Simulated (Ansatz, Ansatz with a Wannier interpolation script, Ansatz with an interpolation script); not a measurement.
An input for Ansatz 0.2.0 (WSe2 (P6_3/mmc)):

```yaml
crystal:
  lattice:
    - [3.3558000009, 0.0, 0.0]
    - [-1.6779000005, 2.9062080508, 0.0]
    - [0.0, 0.0, 12.8657269406]
  atoms:
    - { symbol: W, position: [0.3333333333, 0.6666666667, 0.25] }
    - { symbol: W, position: [0.6666666667, 0.3333333333, 0.75] }
    - { symbol: Se, position: [0.3333333333, 0.6666666667, 0.6233764961] }
    - { symbol: Se, position: [0.6666666667, 0.3333333333, 0.1233764961] }
    - { symbol: Se, position: [0.3333333333, 0.6666666667, 0.8766235039] }
    - { symbol: Se, position: [0.6666666667, 0.3333333333, 0.3766235039] }
kpoints:
  mp_grid: { grid: [6, 6, 2] }
hamiltonian:
  xc: lda
scf:
  occupations: { method: fixed }
  n_extra_bands: 66
output:
  wannier:
    kmesh: [12, 12, 4]
    projections: [{ species: Se, l: p, shell: 4 }, { species: W, l: d, shell: 5 }]
    minimise: true
    write_hr: true
    seedname: w
    conv_tol: 1.0e-06
    max_iter: 20000
    stability_check: false
    disentanglement:
      window: [4.99, 17.76]
      frozen_window: [4.99, 14.65]
      conv_tol: 1.0e-08
```

The database entry behind the starting cell differs from later determinations by our own check (a about 0.2 % long), so it need not match the best structure at ambient conditions.

```sh
ansatz run input.yaml --threads 16 --pin off --max-ram 64512MiB --backend cuda --events-out ev --progress --plain --runs-dir out --devices 1 --max-vram 78GiB
```

Estimate wall time and host memory on 1 × NVIDIA GB200 (shared by 2 runs) with 16 threads of Arm Neoverse V2, shared host.

It took 24 s; on shared hardware allow 12 s to 48 s. Peak host memory was 1.9 GiB.

[Paths, hosts, dates, memory and timing lines, banners, echoed tables and standing remarks are left out of the program output.]

[Logs are printed without paths, hosts, clocks, repeated set-up lines and the standing remarks that a program may print on its own settings, such as how far it seeks lower states.]

[Runs of the session that timed out or met a known fault of the program may be left out.]

[Hosts, paths, dates, database ids (printed as entryN), source tags and the programs' standing remarks are cut or masked in the printed files.]
